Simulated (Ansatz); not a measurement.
## KRbPdC2 (built on the sites of a database entry of Rb2PdC2): from the cell to its phonons

Wanted: phonon frequencies of KRbPdC2 (built on the sites of a database entry of Rb2PdC2) and what follows from them.

Calculated with Ansatz 0.2.0; DFT PBEsol, scalar-relativistic, plane waves, PAW.

Report form: the programs' logs are mostly left out.

The structure was built from a prototype and need not be the compound's stable phase.

### Step 1. The starting structure

Symmetry: P3m1, No. 156, trigonal system. The conventional cell has a = 5.222 Å, b = 5.222 Å, c = 5.155 Å, α = 90.00°, β = 90.00°, γ = 120.00°. Nearest to Rb lie 6 C at 3.06 to 3.49 Å and 3 Pd at 3.34 Å. Nearest to K lie 6 C at 3.06 to 3.49 Å and 3 Pd at 3.34 Å. Pd has 4 C at 1.96 to 3.19 Å and 3 Rb at 3.34 Å and 3 K at 3.34 Å nearest. C has 1 C at 1.23 Å and 2 Pd at 1.96 to 3.19 Å and 3 Rb at 3.06 Å and 3 K at 3.49 Å nearest. Nearest to C lie 1 C at 1.23 Å and 2 Pd at 1.96 to 3.19 Å and 3 K at 3.06 Å and 3 Rb at 3.49 Å. Farther neighbours are not listed.

### Step 2. Coarse relaxation

A rough relaxation comes first, because large forces or stress need no tight tolerances yet.

File input.yaml:

```yaml
crystal:
  lattice:
    - [5.22224, 0.0, 0.0]
    - [-2.61112, 4.52259, 0.0]
    - [0.0, 0.0, 5.1547]
  atoms:
    - { symbol: Rb, position: [0.3333333333, 0.6666666667, 0.2775] }
    - { symbol: K, position: [0.6666666667, 0.3333333333, 0.7225] }
    - { symbol: Pd, position: [0.0, 0.0, 0.0] }
    - { symbol: C, position: [0.0, 0.0, 0.3809] }
    - { symbol: C, position: [0.0, 0.0, 0.6191] }
kpoints:
  mp_grid: { grid: [6, 6, 4] }
hamiltonian:
  xc: pbesol
scf:
  occupations: { method: gaussian, width: 0.1 }
output:
  forces: true
  stress: true
  eigenvalues: true
relax:
  adjacent_minimum: "off"
  f_tol: 0.05
  max_steps: 80
  cell: { stress_tol: 0.5 }
```

Command:

```
$ ansatz run input.yaml --threads 8 --pin off --max-ram 14336MiB --backend cpu --events-out ev --progress --plain --runs-dir out
```

It took 4.7 s on 8 threads of Arm Neoverse V2, shared host; peak memory 0.51 GiB; 32 s of CPU time.

The steps of the relaxation:

| step | energy less that of the first step (eV) | largest force component (eV/Å) | pressure (GPa) | volume (Å³) |
| --- | --- | --- | --- | --- |
| 1 | 0.0000 | 3.0558 | 2.65 | 121.74 |
| 2 | -0.0764 | 0.4162 | 0.43 | 122.92 |
| 3 | -0.0781 | 0.0373 | 0.05 | 123.31 |
| 4* | -0.0791 | 0.0358 | 0.05 | 123.31 |

Relaxation steps marked * repeat the geometry before them on a plane-wave basis chosen anew for their cell, so energy and pressure can jump there.

Forces are held to the 6 operations that the run works with; a distortion that breaks them can't arise in this run.

| conventional cell, symmetrised | before | after | change |
| --- | --- | --- | --- |
| a (Å) | 5.222 | 5.214 | -0.2 % |
| b (Å) | 5.222 | 5.214 | -0.2 % |
| c (Å) | 5.155 | 5.237 | +1.6 % |
| volume (Å³/atom) | 24.35 | 24.66 | +1.3 % |

The atoms that moved most (Å, as changes of fractional coordinates times the final cell):

| atom | dx | dy | dz | length |
| --- | --- | --- | --- | --- |
| Rb1 | 0.000 | 0.000 | 0.015 | 0.015 |
| C4 | 0.000 | 0.000 | -0.014 | 0.014 |
| Pd3 | 0.000 | 0.000 | -0.008 | 0.008 |
| C5 | 0.000 | 0.000 | 0.007 | 0.007 |

A gap read on the k-mesh alone can miss the band edges.

This step gave:

- pressure: 0.05263 GPa
- gap on the k-mesh: 1.435 eV
- volume per atom: 24.66 Å³
- direct gap on mesh: 1.450 eV

In this step the volume went from 24.35 to 24.66 Å³/atom.

### Step 3. Relaxation

The cell and atoms are relaxed, since residual forces and stress would shift the frequencies.

File input.yaml:

```yaml
crystal:
  lattice:
    - [5.2143235235, 0.0, 0.0]
    - [-2.6071617617, 4.5157366349, 0.0]
    - [0.0, 0.0, 5.2367487313]
  atoms:
    - { symbol: Rb, position: [0.3333333333, 0.6666666667, 0.2803107621] }
    - { symbol: K, position: [0.6666666667, 0.3333333333, 0.7224022411] }
    - { symbol: Pd, position: [0.0, 0.0, -0.0014781069] }
    - { symbol: C, position: [0.0, 0.0, 0.3782549651] }
    - { symbol: C, position: [0.0, 0.0, 0.6205101386] }
kpoints:
  mp_grid: { grid: [6, 6, 4] }
hamiltonian:
  xc: pbesol
scf:
  occupations: { method: gaussian, width: 0.02 }
output:
  forces: true
  stress: true
  eigenvalues: true
relax:
  adjacent_minimum: "off"
  f_tol: 0.005
  max_steps: 80
  cell: { stress_tol: 0.05 }
```

It took 4.7 s on 8 threads; peak memory 0.53 GiB; 32 s of CPU time.

Little changed from the start: no atom moved by 0.005 Å and no cell edge by 0.1 %.

This step gave:

```
pressure           : -0.001471 GPa
gap on the k-mesh  : 1.436 eV
volume per atom    : 24.68 Å³
direct gap on mesh : 1.452 eV
```

In this step the volume went from 24.66 to 24.68 Å³/atom.

### Step 4. Tight relaxation

Phonons need a cell at rest on their own settings, so the relaxation is repeated with tight tolerances on forces and stress on the k mesh and occupations of the first response run.

File input.yaml:

```yaml
crystal:
  lattice:
    - [5.2148911335, 0.0, 0.0]
    - [-2.6074455667, 4.5162281996, 0.0]
    - [0.0, 0.0, 5.2390860455]
  atoms:
    - { symbol: Rb, position: [0.3333333333, 0.6666666667, 0.280335479] }
    - { symbol: K, position: [0.6666666667, 0.3333333333, 0.7232125682] }
    - { symbol: Pd, position: [0.0, 0.0, -0.0019151636] }
    - { symbol: C, position: [0.0, 0.0, 0.3780622172] }
    - { symbol: C, position: [0.0, 0.0, 0.6203048992] }
kpoints:
  mp_grid: { grid: [6, 6, 4] }
hamiltonian:
  xc: pbesol
scf:
  occupations: { method: fixed }
output:
  forces: true
  stress: true
  eigenvalues: true
relax:
  adjacent_minimum: "off"
  f_tol: 0.001
  max_steps: 60
  cell: { stress_tol: 0.01 }
```

Wall time 3.9 s (8 threads); peak memory 0.52 GiB; 26 s of CPU time.

Little changed from the start: no atom moved by 0.005 Å and no cell edge by 0.1 %.

Numbers from this step:

| Item | Value |
| --- | --- |
| pressure | -3.04e-4 GPa |

The largest force component left is 0.39 meV/Å and the pressure is 0.000 GPa, within the tolerances set. The cell now holds 24.68 Å³/atom.

### Step 5. Linear response at the zone centre

The zone centre comes first: it holds the modes that light can see, as far as symmetry allows. The response to a homogeneous field gives the Born charges and the dielectric tensor.

File input.yaml:

```yaml
crystal:
  lattice:
    - [5.2148474285, 0.0, 0.0]
    - [-2.6074237142, 4.5161903499, 0.0]
    - [0.0, 0.0, 5.2390560334]
  atoms:
    - { symbol: Rb, position: [0.3333333333, 0.6666666667, 0.2804376921] }
    - { symbol: K, position: [0.6666666667, 0.3333333333, 0.7232373603] }
    - { symbol: Pd, position: [0.0, 0.0, -0.001957735] }
    - { symbol: C, position: [0.0, 0.0, 0.3780212661] }
    - { symbol: C, position: [0.0, 0.0, 0.6202614166] }
kpoints:
  mp_grid: { grid: [6, 6, 4] }
hamiltonian:
  xc: pbesol
scf:
  occupations: { method: fixed }
output:
  eigenvalues: true
phonons:
  method: dfpt
  dielectric: true
  rigid_motions: translations
```

Elapsed: 1.8 min, on 8 threads; peak memory 4.1 GiB.

This step gave:

| Quantity | Value |
| --- | --- |
| sum-rule residual before enforcement | 2.07e-4 eV/Å² |
| miss of the charge sum rule | 0.004221 e |
| estimated error of the dielectric tensor | 0.07226 |
| estimated error of the Born charges | 0.02816 e |
| point group | 3m |
| highest optical mode at the zone centre (no LO-TO term) | 1843 cm⁻¹ |
| lowest optical zone-centre mode | 43.02 cm⁻¹ |
| mean high-frequency dielectric constant | 5.358 |
| largest Born charge (third of the trace) | -1.563 e |
| mean static dielectric constant | 11.36 |
| top of the zone-centre spectrum with the field | 1843 cm⁻¹ |

Without the LO-TO term. Patterns of degenerate modes are one choice out of their space. The modes at Γ (shares of kinetic energy by element, %):

| mode | frequency (cm⁻¹) | symmetry | Rb % | K % | Pd % | C % |
| --- | --- | --- | --- | --- | --- | --- |
| 1 | 0.0 | acoustic | 34 | 15 | 42 | 9 |
| 2 | 0.0 | acoustic | 34 | 15 | 42 | 9 |
| 3 | 0.0 | acoustic | 34 | 15 | 42 | 9 |
| 4 | 43.0 | A1 | 42 | 10 | 39 | 9 |
| 5 | 83.0 | A1 | 25 | 75 | 0 | 0 |
| 6 | 98.4 | E | 64 | 16 | 18 | 2 |
| 7 | 98.4 | E | 64 | 16 | 18 | 2 |
| 8 | 113.1 | E | 1 | 67 | 30 | 1 |
| 9 | 113.1 | E | 1 | 67 | 30 | 1 |
| 10 | 301.0 | E | 1 | 1 | 10 | 88 |
| 11 | 301.0 | E | 1 | 1 | 10 | 88 |
| 12 | 352.5 | E | 1 | 0 | 0 | 99 |
| 13 | 352.5 | E | 1 | 0 | 0 | 99 |
| 14 | 528.1 | A1 | 0 | 0 | 19 | 81 |
| 15 | 1842.7 | A1 | 0 | 0 | 0 | 100 |

Displacements in mode 4 (43.0 cm⁻¹), the largest set to 1:
```
Rb1  0.00  0.00  1.00
K2   0.00  0.00  0.72
Pd3  0.00  0.00 -0.87
C4   0.00  0.00 -0.89
C5   0.00  0.00 -0.89
```

Displacements in mode 11 (301.0 cm⁻¹), the largest set to 1:
```
Rb1  0.00 -0.04  0.00
K2   0.00 -0.06  0.00
Pd3  0.00 -0.14  0.00
C4   0.00  0.71  0.00
C5   0.00  1.00  0.00
```

High-frequency dielectric tensor, which the program warns is not settled by the k meshes in reach. Tensor:

|  | x | y | z |
| --- | --- | --- | --- |
| x | 3.613 | 0 | 0 |
| y | 0 | 3.613 | 0 |
| z | 0 | 0 | 8.848 |

Static dielectric tensor, which the program warns is not settled by the k meshes in reach. Tensor:

|  | x | y | z |
| --- | --- | --- | --- |
| x | 6.378 | 0 | 0 |
| y | 0 | 6.378 | 0 |
| z | 0 | 0 | 21.34 |

Optical modes at the zone centre, without and with the macroscopic field of the longitudinal modes; each column is sorted by frequency, so a row need not hold one and the same mode. Modes with and without the field, by row:

| rank among optical modes | no field (cm⁻¹) | q along (1, 0, 0) (cm⁻¹) | q along (0, 0, 1) (cm⁻¹) |
| --- | --- | --- | --- |
| 1 | 43 | 43 | 63.1 |
| 2 | 83 | 83 | 87.3 |
| 3 | 98.4 | 98.4 | 98.4 |
| 4 | 98.4 | 99.7 | 98.4 |
| 5 | 113.1 | 113.1 | 113.1 |
| 6 | 113.1 | 141.7 | 113.1 |
| 7 | 301 | 301 | 301 |
| 8 | 301 | 314.5 | 301 |
| 9 | 352.5 | 352.5 | 352.5 |
| 10 | 352.5 | 352.9 | 352.5 |
| 11 | 528.1 | 528.1 | 530.9 |
| 12 | 1843 | 1843 | 1843 |

Born charge (rows field, columns displacement) (e), principal values of the symmetric part by kind of site:

| atom | atoms with these values | low | middle | high | mean |
| --- | --- | --- | --- | --- | --- |
| Rb1 | 1 | 0.96 | 1.18 | 1.18 | 1.11 |
| K2 | 1 | 1.00 | 1.21 | 1.21 | 1.14 |
| Pd3 | 1 | -2.73 | -0.98 | -0.98 | -1.56 |
| C4 | 1 | -0.72 | -0.72 | 0.48 | -0.32 |
| C5 | 1 | -0.70 | -0.70 | 0.29 | -0.37 |

In full for Rb1:

```
1.18 0.00 0.00
0.00 1.18 0.00
0.00 0.00 0.96
```

Transverse modes. Infrared lines, with heights relative to the strongest:

| position (cm⁻¹) | label | relative intensity |
| --- | --- | --- |
| 43 | A1 | 40 |
| 83 | A1 | 7.0 |
| 98 | E | 13 |
| 113 | E | 98 |
| 301 | E | 100 |
| 352 | E | 2.8 |
| 528 | A1 | 48 |
| 1843 | A1 | 1.0 |

Before it was imposed, the acoustic sum rule was missed by 2.1e-4 eV/Å² and the charge sum rule by 0.0042 e. Small misses are needed for a sound result but don't prove that mesh and cutoff are converged. The lowest optical mode is real, 43.0 cm⁻¹.

The log warns of the k mesh: “the force constants stand on the 6×6×4 k-mesh, whose period is 9.33 times the interband length at k = (0.0000, -0.5000, -0.5000), direct gap 1.452 eV, under 14: take them and everything formed from them as unconverged”.

### Step 6. Response at finite wavevector

Stability and thermal properties need the whole zone. Linear response on a 2×2×2 q mesh gives force constants as far as a supercell of that size would, and the tensors from the zone-centre run are typed in so that the long-range dipole term is interpolated apart.

input.yaml, the sections that differ from step 5:

```yaml
phonons:
  method: dfpt
  qmesh: [2, 2, 2]
  temperatures: { t_max: 1000, t_step: 50 }
  qpath:
    path:
      - [[0.0, 0.0, 0.0], [0.5, 0.0, 0.0], [0.33333333, 0.33333333, 0.0], [0.0, 0.0, 0.0], [0.0, 0.0, 0.5], [0.5, 0.0, 0.5], [0.33333333, 0.33333333, 0.5], [0.0, 0.0, 0.5]]
      - [[0.5, 0.0, 0.5], [0.5, 0.0, 0.0]]
      - [[0.33333333, 0.33333333, 0.5], [0.33333333, 0.33333333, 0.0]]
    npoints: 10
  non_analytic_term:
    high_frequency_dielectric_tensor: [[3.6134, 0.0, 0.0], [0.0, 3.6134, 0.0], [0.0, 0.0, 8.8478]]
    born_effective_charges:
      - { species: Rb, tensor: [[1.1833, 0.0, 0.0], [0.0, 1.1833, 0.0], [0.0, 0.0, 0.9614]] }
      - { species: K, tensor: [[1.2129, 0.0, 0.0], [0.0, 1.2129, 0.0], [0.0, 0.0, 0.9967]] }
      - { species: Pd, tensor: [[-0.9814, 0.0, 0.0], [0.0, -0.9814, 0.0], [0.0, 0.0, -2.7254]] }
      - { species: C, tensor: [[-0.7169, 0.0, 0.0], [0.0, -0.7169, 0.0], [0.0, 0.0, 0.477]] }
      - { species: C, tensor: [[-0.6978, 0.0, 0.0], [0.0, -0.6978, 0.0], [0.0, 0.0, 0.2903]] }
    source: "zone-centre run at this cell"
# crystal, kpoints, hamiltonian, scf, output: as in step 5
```

Elapsed: 93 s, on 8 threads; peak memory 0.91 GiB; 12 min of CPU time.

This step gave:

* sum-rule residual before enforcement: 6.49e-5 eV/Å²
* lowest frequency on the path: -2.923 cm⁻¹
* highest frequency on the path or at a solved wavevector: 1843 cm⁻¹
* lowest mode on the q mesh (acoustic modes at Γ apart): 28.84 cm⁻¹

Frequencies (cm⁻¹) solved at each irreducible wavevector; negative means imaginary. Frequencies by wavevector, by row:

| q in reciprocal lattice units | star | mode 1 | mode 2 | mode 3 | mode 4 | mode 13 | mode 14 | mode 15 |
| --- | --- | --- | --- | --- | --- | --- | --- | --- |
| 0 0 0 | 1 | 0 | 0 | 0 | 43 | 352.5 | 528.1 | 1843 |
| 0 0 -0.5 | 1 | 42.9 | 42.9 | 61.1 | 64.3 | 459.2 | 587.9 | 1815 |
| 0 -0.5 0 | 3 | 28.8 | 44.7 | 45.2 | 66.3 | 352.7 | 527.2 | 1842 |
| 0 -0.5 -0.5 | 3 | 39.8 | 43.8 | 58.4 | 79.9 | 459.2 | 588 | 1808 |

Interpolated from a 2×2×2 q mesh, with the LO-TO term (at Γ the limit along the path; where Γ stands inside the path, tables give the limit on arrival). The phonon branches at the labelled points (cm⁻¹):

| point | branch 1 | branch 2 | branch 3 | branch 4 | branch 12 | branch 13 | branch 14 | branch 15 |
| --- | --- | --- | --- | --- | --- | --- | --- | --- |
| Γ | 0 | 0 | 0 | 43 | 352 | 353 | 528 | 1843 |
| halfway | 21 | 31 | 42 | 60 | 352 | 353 | 528 | 1843 |
| M | 29 | 45 | 45 | 66 | 352 | 353 | 527 | 1842 |
| halfway | 28 | 44 | 53 | 69 | 352 | 353 | 527 | 1842 |
| K | 28 | 45 | 55 | 78 | 352 | 352 | 527 | 1842 |
| halfway | 22 | 37 | 44 | 64 | 352 | 353 | 528 | 1842 |
| Γ | 0 | 0 | 0 | 43 | 352 | 353 | 528 | 1843 |
| halfway | 12 | 12 | 53 | 87 | 422 | 422 | 557 | 1829 |
| A | 43 | 43 | 61 | 64 | 459 | 459 | 588 | 1815 |
| halfway | 41 | 46 | 57 | 72 | 459 | 459 | 588 | 1812 |
| L | 40 | 44 | 58 | 80 | 458 | 459 | 588 | 1808 |
| halfway | 36 | 42 | 64 | 77 | 459 | 459 | 588 | 1807 |
| H | 35 | 39 | 70 | 77 | 459 | 459 | 588 | 1807 |
| halfway | 38 | 50 | 57 | 69 | 459 | 459 | 588 | 1811 |
| A | 43 | 43 | 61 | 64 | 459 | 459 | 588 | 1815 |
| jump to L | 40 | 44 | 58 | 80 | 458 | 459 | 588 | 1808 |
| halfway | 38 | 41 | 60 | 81 | 422 | 422 | 555 | 1826 |
| M | 29 | 45 | 45 | 66 | 352 | 353 | 527 | 1842 |
| jump to H | 35 | 39 | 70 | 77 | 459 | 459 | 588 | 1807 |
| halfway | 37 | 40 | 74 | 82 | 422 | 422 | 555 | 1825 |
| K | 28 | 45 | 55 | 78 | 352 | 352 | 527 | 1842 |

Tetrahedra on a 14×14×12 mesh, mean over bins of 20 cm-1. Interpolated from a 2×2×2 q mesh. Table of phonon density of states by wavenumber; read off at these points:

wavenumber (cm⁻¹), phonon density of states (1/cm⁻¹/cell) and a bar:
```
      -10     0.0000 
       50     0.0698 #######################
       90     0.0893 ##############################
      150     0.0041 #
      190     0.0256 #########
      210     0.0267 #########
      250     0.0123 ####
      290     0.0160 #####
      350     0.0075 ###
      390     0.0123 ####
      450     0.0350 ############
      490     0.0000 
      530     0.0156 #####
      550     0.0116 ####
      590     0.0107 ####
      650     0.0000 
      690     0.0000 
      750     0.0000 
      790     0.0000 
      850     0.0000 
      890     0.0000 
      950     0.0000 
      990     0.0000 
     1050     0.0000 
     1090     0.0000 
     1150     0.0000 
     1190     0.0000 
     1250     0.0000 
     1290     0.0000 
     1350     0.0000 
     1390     0.0000 
     1450     0.0000 
     1490     0.0000 
     1550     0.0000 
     1590     0.0000 
     1650     0.0000 
     1690     0.0000 
     1750     0.0000 
     1790     0.0000 
     1830     0.0237 ########
     1850     0.0081 ###
```

The partial phonon density of states has structure finer than the step of the table below, so its rows give means over 100 cm⁻¹, whole bins alone (the curve runs from -13.2 to 1908 cm⁻¹). Peaks (cm⁻¹: height): C 204.3: 0.0198, 445.9: 0.0216, 578.9: 0.0117, 1823.4: 0.0207; K 119.7: 0.0389; Pd 83.5: 0.0239, 216.4: 0.00939; Rb 47.2: 0.0358.

Phonopy on the run's constants, 13x13x11 mesh, Gaussian sigma 13.7 cm-1. Interpolated from a 2×2×2 q mesh. Partial phonon density of states against wavenumber; means over each step; values in 1/cm⁻¹/cell:

| wavenumber (cm⁻¹) | C | K | Pd | Rb |
| --- | --- | --- | --- | --- |
| 100 | 0.00202 | 0.0263 | 0.0164 | 0.0199 |
| 200 | 0.0115 | 7.7e-4 | 0.00581 | 5.2e-4 |
| 300 | 0.00814 | 5.6e-5 | 7.0e-4 | 6.6e-5 |
| 400 | 0.0141 | 1.7e-5 | 4.2e-4 | 2.8e-5 |
| 500 | 0.00780 | 3.0e-6 | 7.7e-4 | 4.0e-6 |
| 600 | 0.00552 | 0 | 2.8e-4 | 0 |
| 700 | 0 | 0 | 0 | 0 |
| 800 | 0 | 0 | 0 | 0 |
| 900 | 0 | 0 | 0 | 0 |
| 1000 | 0 | 0 | 0 | 0 |
| 1100 | 0 | 0 | 0 | 0 |
| 1200 | 0 | 0 | 0 | 0 |
| 1300 | 0 | 0 | 0 | 0 |
| 1400 | 0 | 0 | 0 | 0 |
| 1500 | 0 | 0 | 0 | 0 |
| 1600 | 0 | 0 | 0 | 0 |
| 1700 | 0 | 0 | 0 | 0 |
| 1800 | 0.00888 | 0 | 2.4e-6 | 0 |

Symmetry leaves 4 wavevectors to solve. The lowest mode among them, the acoustic zeros apart, lies at q = (0, -0.5, 0) and is real, 28.8 cm⁻¹.

(Part 1 of 2 ends here.)

[Logs are printed without paths, hosts, clocks, repeated set-up lines and the standing remarks that a program may print on its own settings, such as how far it seeks lower states.]

[Hosts, paths, dates, database ids (printed as entryN), source tags and the programs' standing remarks are cut or masked in the printed files.]
